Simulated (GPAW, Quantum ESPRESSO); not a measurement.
The O K edge of atom 7 in Ti6O (P-31m), with 6 Ti at 2.08 Å (octahedral, site symmetry -3m), was computed in 2 ways: excited-electron core hole (neutral cell) and no core hole. Program and functional: Quantum ESPRESSO XSpectra, LDA, Lorentzian half width 0.3 eV up to 4 eV, rising linearly to 2.5 eV at 25 eV; cells of 7 and 14 atoms (the run without a hole in the smaller).

Each run is counted from its own lowest empty level or Fermi level and scaled to a mean of 1 over its first 20 eV.

```tsv
E (eV)	run 1	run 2
-2.00	0.05	0.06
-1.25	0.07	0.10
-0.50	0.12	0.19
0.25	0.33	0.64
1.00	0.70	1.81
1.75	1.54	2.78
2.50	2.30	2.10
3.25	2.16	2.08
4.00	2.22	1.29
4.75	1.91	1.02
5.50	1.29	0.79
6.25	0.99	0.69
7.00	0.71	0.55
7.75	0.58	0.51
8.50	0.57	0.63
9.25	0.69	0.83
10.00	0.85	0.98
10.75	1.00	0.98
11.50	0.93	0.84
12.25	0.80	0.78
13.00	0.74	0.77
13.75	0.72	0.77
14.50	0.72	0.78
15.25	0.74	0.79
16.00	0.74	0.78
16.75	0.74	0.77
17.50	0.73	0.76
18.25	0.72	0.74
19.00	0.69	0.72
19.75	0.66	0.70
20.50	0.65	0.71
21.25	0.66	0.72
22.00	0.67	0.74
22.75	0.68	0.75
23.50	0.69	0.76
24.25	0.69	0.75
25.00	0.68	0.73
25.75	0.67	0.71
26.50	0.65	0.69
27.25	0.64	0.67
28.00	0.62	0.66
28.75	0.61	0.66
29.50	0.61	0.65
30.25	0.60	0.65
31.00	0.60	0.66
31.75	0.60	0.66
```

Question: Which run is which?

Run 1: no core hole (area from −2 to 6 eV 9.7, main maxima 2.4 eV (2.37), 3.6 eV (2.64) and 10.8 eV (1.00)). Run 2: excited-electron core hole (neutral cell) (area from −2 to 6 eV 9.7, main maxima 1.9 eV (2.79), 3.1 eV (2.13) and 10.4 eV (1.01)). With each curve scaled to its own mean, the area from −2 to 6 eV with the hole is 9.7 against 9.7, and the centre of weight from −1 to 20 eV moves by -0.2 eV (first and strongest maxima below 20 eV: 2.4 eV (2.37), 3.6 eV (2.64) and 10.8 eV (1.00) without the hole, 1.9 eV (2.79), 3.1 eV (2.13) and 10.4 eV (1.01) with it); the shape changes all the same, by 37 % r.m.s.

[Banner, clock and machine lines of the logs are left out without a mark of their own.]

[Logs are printed without paths, hosts, clocks, repeated set-up lines and the standing remarks that a program may print on its own settings, such as how far it seeks lower states.]

[Hosts, paths, dates, database ids (printed as entryN), source tags and the programs' standing remarks are cut or masked in the printed files.]

[Lists of maxima count a maximum above −3 eV only where it reaches 4 % of the highest in the window and stands out from its surroundings by 2 % of it (1.5 % where it reaches 55 %); shoulders and weaker maxima are passed over, and of the rest the first, up to two pre-edge ones and the few strongest are named.]
